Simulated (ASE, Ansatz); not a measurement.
# Localised basis functions on twisted silicene bilayer, 13.17° (76 atoms), part 2 of 2

Aim: test how closely localised support functions follow the reference on twisted silicene bilayer, 13.17° (76 atoms), and at what cost. A setting counts as converged where the r.m.s. difference of forces stays under 1 % of the r.m.s. force.

Ansatz 0.2.0; Kohn-Sham DFT, PBE+D3(BJ), PAW (set soft_2), plane waves.

The cell: 76 Si. Beside vacuum, support functions can miss their usual error bounds without a warning. Sampling is at Γ alone, for a cell whose shortest periodic width is 15 Å.

So far. Step 2 (Plane-wave single point): Löwdin charges run from +0.02 to +0.09 e, about a mean that is the spilled charge alone.

## (3) Structure statistics (continued)

The surroundings of Si59, which bears the longest force, nearest first, numbered as they follow in the input and with coordinates relative to it.

```
atom      x      y      z  distance (Å)  bonds  Löwdin charge (e)      Fx      Fy  Fz (eV/Å)
Si59   0.00   0.00   0.00          0.00      3               0.05  -0.407   0.458      0.235
Si60   0.84  -2.03  -0.42          2.24      3               0.03   0.429  -0.359     -0.180
Si62   1.32   1.79  -0.43          2.27      3               0.05  -0.138   0.000     -0.100
Si54  -2.24   0.27  -0.43          2.30      3               0.05   0.131   0.105     -0.238
Si25   0.87  -0.50  -3.68          3.82      3               0.04   0.118  -0.266      0.161
Si61   0.42   3.82   0.02          3.84      3               0.04   0.019   0.155      0.249
Si65   3.09  -2.29   0.01          3.85      3               0.07  -0.248   0.173      0.103
Si67   3.53   1.54   0.00          3.85      3               0.04  -0.076   0.000      0.319
Si57  -0.45  -3.83   0.01          3.85      3               0.07  -0.092   0.056      0.163
Si51  -3.56  -1.53   0.00          3.87      3               0.05  -0.120   0.246      0.210
Si53  -3.12   2.32   0.02          3.89      3               0.05  -0.013  -0.087      0.176
```

The column of bonds counts only the pairs Si-Si within 2.68 Å; other neighbours, such as metal atoms beside each other in a compound, aren't counted, and periodic images can show an atom twice.

## (4) Support functions medium

The cell is solved in localised support functions. The level medium gives here a grid of 72×72×90 points and a radius of 4.55 Å.

This step: Kohn-Sham DFT, PBE+D3(BJ), PAW (set soft_2), localised support functions (medium) (Ansatz 0.2.0).

File input.yaml:

```yaml
crystal:
  lattice:
    - [16.8253, 0.0, 0.0]
    - [-8.41265, 14.57114, 0.0]
    - [0.0, 0.0, 20.14]
  atoms:
    [... the 76 atom lines of step 2 ...]
kpoints:
  mp_grid: { grid: [1, 1, 1] }
hamiltonian:
  xc: pbe
  dispersion: d3bj
scf:
  occupations: { method: fermi_dirac, width: 0.025 }
  eigensolver: { kind: { support_functions: { accuracy: medium } } }
  mixing: { beta: 0.4 }
  max_iter: 150
output:
  forces: true
  eigenvalues: true
```

Launch:

```bash
> ansatz run input.yaml --threads 32 --pin off --max-ram 92160MiB --backend cuda --events-out ev --progress --plain --runs-dir out --max-vram 78GiB
```

Numbers of over 12 decimals in the logs are rounded to 6 here.

The program printed:

```text
Warning: scf.eigensolver.kind.support_functions: disabling space-group detection — the functions' gradient is summed over unrotated k-points, so no spatial operation reduces the k-mesh or symmetrises the density; time reversal is kept, so that k and −k are solved as one point where they differ and the mesh holds both, and exact exchange and, on two spinor components, a DFT+U term hold to it where the run has them: [...]
settings of this run that can trade accuracy for cost: scf.eigensolver.kind.support_functions [...]
[...]
GPU FFT provider: cuFFT
GPU libraries: cuBLAS 13.8.1, cuFFT 12.4.0, cuSOLVER 12.3.2
[...]
Crystal: 76 atoms, lattice volume = 4937.599 Å³
Basis set: ecut = 420 eV, 96559 PW (Γ), exchange–correlation on 240×240×270 points (8 copies of the dense FFT grid, shifted against one another)
Bands: 183, of which v1, the nominal top of the filled ones, is band 152 counted from 1 (151 counted from 0)
Symmetry: 1 space group operations
k-points: 1
[...]
GPU buffer pool allocated for 1944000 grid points (all kernels)
Eigensolver: Support functions (medium, 72×72×90 points, laid for a spacing of at most 0.257060 Å, radius 4.549192 Å, 150 sites without an atom, 0 species' potentials softened for the grid, 1 wholly corrected for its errors in the mean over positions, 1 with the egg-box correction, energy correction by exact trace)
[...]
SCF iter   1: F=—  HF=-48279.137704 eV  |F-HF|=—  |Δ(HF+E_count)|=         —  Δρ=1.95e-2  dr2=1.93e1  ethr=1.00e-1
[...]
SCF iter  12: F=—  HF=-48293.614409 eV  |F-HF|=—  |Δ(HF+E_count)|=   3.62e-4  Δρ=5.63e-6  dr2=2.59e-6  ethr=2.33e-9  κ⁻¹=5.7e-6(r=7)
SCF iter  13: F=-48293.614410 eV  HF=-48293.614409 eV  |F-HF|=1.27e-7  |Δ(HF+E_count)|=   8.98e-7  Δρ=1.64e-6  dr2=1.86e-7  ethr=8.51e-10
SCF 1 converged in 13 iterations: F = -48293.619120 eV  dr2 = 1.86e-7
[...]
SCF converged after 13 iterations
Stability not checked: this state was not tested for a lower state beside it, because the mixer in use, unlike msr1, does not test its closes by its own steps (another_mixer; see scf.mixing.algorithm and scf.lower_state_search)
Free energy (F): -48293.619120 eV
[...]
Internal energy: -48293.618744 eV  (E = F + TS)
E sigma→0 (E₀):  -48293.618932 eV
Entropy (-TS):   -0.000375 eV (-0.005 meV/atom)
Fermi energy:    -1.254573 eV
[...]
Σ components = -48293.619120   (vs F -48293.619120, Δ=0.00e0)
--- Forces (eV/Å), atoms counted from 1 ---
[... 76 lines of forces left out ...]
  max |Σ_I F_I| component: 2.27e-4 eV/Å
--- Band table (eV) ---
[... left out ...]
```

Run time: 2.8 s. Hardware: 1 × NVIDIA GB200 with 32 threads of Arm Neoverse V2, shared host; peak memory 1.4 GiB.

That memory is the host's; the program planned up to 4.6 GiB on the GPU.

The program notes that the band table was not solved further than the SCF left it and it switched symmetry off.

Keys that differ from the reference: support_functions.accuracy = "medium", scf.max_iter = 150 and scf.mixing.beta = 0.4.

Forces differ from the reference by 0.11 meV/Å r.m.s., 0.055 % of their size, well within a tolerance of 1 %; the energy by -0.26 meV/atom. The two runs also began from different starting densities, which bears on cycles and time.

## (5) All settings compared

Each row is set against the plane-wave reference (Kohn-Sham DFT, PBE+D3(BJ), PAW (set soft_2), plane waves; r.m.s. force component 0.200 eV/Å). Energies are set beside the reference only for runs with its functional, potentials and electron count. Times are for 1 × NVIDIA GB200 with 32 threads of Arm Neoverse V2, shared host. The reference's time includes the DOS, which some other runs skip.

| run | Δ force, r.m.s. (meV/Å) | share of r.m.s. force (%) | Δ energy (meV/atom) | cycles | time | host memory (GiB) | planned on the GPU (GiB) |
| --- | --- | --- | --- | --- | --- | --- | --- |
| reference | - | - | - | 12 | 2.6 s | 1.3 | 6.9 |
| support functions medium | 0.11 | 0.0549 | -0.262 | 13 | 2.8 s | 1.4 | 4.6 |

## (6) What came out

```json
{
  "free energy per atom": "-635.4421 eV/atom",
  "r.m.s. force component": "0.1997 eV/Å",
  "wall time of the 2 DFT runs": "5.3 s"
}
```

**Reading.** Against plane waves at 420 eV, the forces differ by 0.11 meV/Å (0.055 %) with support functions medium. Differences between support functions and plane waves include what basis error the plane-wave run still has.

No gap is quoted: the bands of a honeycomb sheet meet or nearly meet at one point of the zone, so the spacing of levels depends on whether the mesh holds it and on how the neighbours disturb the sheet. With the cutoffs above, all Si atoms have 3 bonded neighbours.

**Limits.** The geometry was built by rule, was displaced at random and isn't relaxed at this level: its force components are 0.20 eV/Å r.m.s.

[Logs are printed without paths, hosts, clocks, repeated set-up lines and the standing remarks that a program may print on its own settings, such as how far it seeks lower states.]

[Hosts, paths, dates, database ids (printed as entryN), source tags and the programs' standing remarks are cut or masked in the printed files.]
